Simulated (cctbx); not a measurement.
**Interatomic vectors of KBCl4**

Space group Pnma (no. 62), a = 10.5910 Å, b = 6.5380 Å, c = 8.6950 Å, α = 90.00°, β = 90.00°, γ = 90.00°, content K4 Cl16 B4.

Simulated single-crystal data (cctbx): Ga Kα, λ = 1.3414 Å, to d = 0.8 Å, 95 % of the full sphere, strongest reflection 40000 counts, noise from counting, a 3 % proportional error and a noise floor of 8 counts (s.d.); no absorption, some extinction.

Patterson synthesis from sharpened amplitudes, origin scaled to 1000:

```text
Patterson group P m m m
      u       v       w   height  length (A)
  0.000   0.000   0.000   1000.0     0.00
  0.344   0.500   0.500    277.9     6.54
  0.500   0.000   0.203    246.0     5.58
  0.000   0.000   0.395    207.2     3.43
  0.142   0.500   0.500    191.3     5.64
  0.500   0.283   0.296    190.4     6.17
  0.000   0.424   0.000    186.8     2.77
  0.500   0.000   0.115    183.0     5.39
  0.000   0.286   0.409    180.5     4.02
  0.360   0.500   0.298    144.2     5.65
  0.400   0.211   0.500    127.0     6.22
  0.260   0.290   0.000    126.6     3.35
  0.155   0.500   0.383    106.8     4.94
  0.345   0.073   0.500    105.1     5.70
```

**Question.** Which atom pairs make the peaks, and where is the heaviest atom?

A peak at u stands for all pairs with xi − xj = u, with weight Σ ZiZj against Σ Z² = 6168 at the origin. Peak heights follow these weights only roughly, since form factors, motion and series ripples differ, all vectors within 0.55 Å of a peak are counted as merged into it though the farther ones add only part of their weight, and F(000) is left out, which lowers the whole map:

| u | v | w | shortest length (Å) | height | 1000 ΣZiZj/ΣZ² | pairs in the cell |
| --- | --- | --- | --- | --- | --- | --- |
| 0.344 | 0.500 | 0.500 | 6.55 | 278 | 289 | 6 × Cl–Cl, 2 × B–B |
| 0.500 | 0.000 | 0.203 | 5.58 | 246 | 327 | 4 × K–Cl, 2 × K–K |
| 0.000 | 0.000 | 0.395 | 3.43 | 207 | 209 | 4 × K–Cl |
| 0.142 | 0.500 | 0.500 | 5.64 | 191 | 211 | 2 × K–K, 2 × Cl–Cl |
| 0.500 | 0.283 | 0.296 | 6.17 | 190 | 187 | 4 × Cl–Cl |
| 0.000 | 0.424 | 0.000 | 2.77 | 187 | 187 | 4 × Cl–Cl |
| 0.500 | 0.000 | 0.115 | 5.39 | 183 | 196 | 4 × Cl–Cl, 2 × B–B |
| 0.000 | 0.286 | 0.409 | 4.02 | 180 | 187 | 4 × Cl–Cl |
| 0.360 | 0.500 | 0.298 | 5.65 | 144 | 163 | 2 × K–Cl, 1 × K–K |
| 0.400 | 0.211 | 0.500 | 6.23 | 127 | 209 | 4 × K–Cl |

The table stops at ten peaks or at a height of 45, below which ripples compete. In the model behind the data K, the heaviest element, has 1 independent site: (0.8215, 3/4, 0.8410), up to an allowed shift of origin; the K–K vectors are differences of these positions and their symmetry mates. Elements of similar Z can't be told apart from the map alone. The whole model:

| atom | mult. | x | y | z | Ueq (Å²) |
| --- | --- | --- | --- | --- | --- |
| K1 | 4 | 0.8215 | 3/4 | 0.8410 | 0.0089 |
| Cl1 | 8 | 0.0781 | 0.4665 | 0.8043 | 0.0077 |
| Cl2 | 4 | 0.0801 | 3/4 | 0.3989 | 0.0063 |
| Cl3 | 4 | 0.8227 | 3/4 | 0.4465 | 0.0068 |
| B1 | 4 | 0.9360 | 3/4 | 0.3142 | 0.0166 |

The model is made up (kin elements in a known structure type, no relaxation), so it says nothing on whether the phase exists.

[Logs are printed without paths, hosts, clocks, repeated set-up lines and the standing remarks that a program may print on its own settings, such as how far it seeks lower states.]
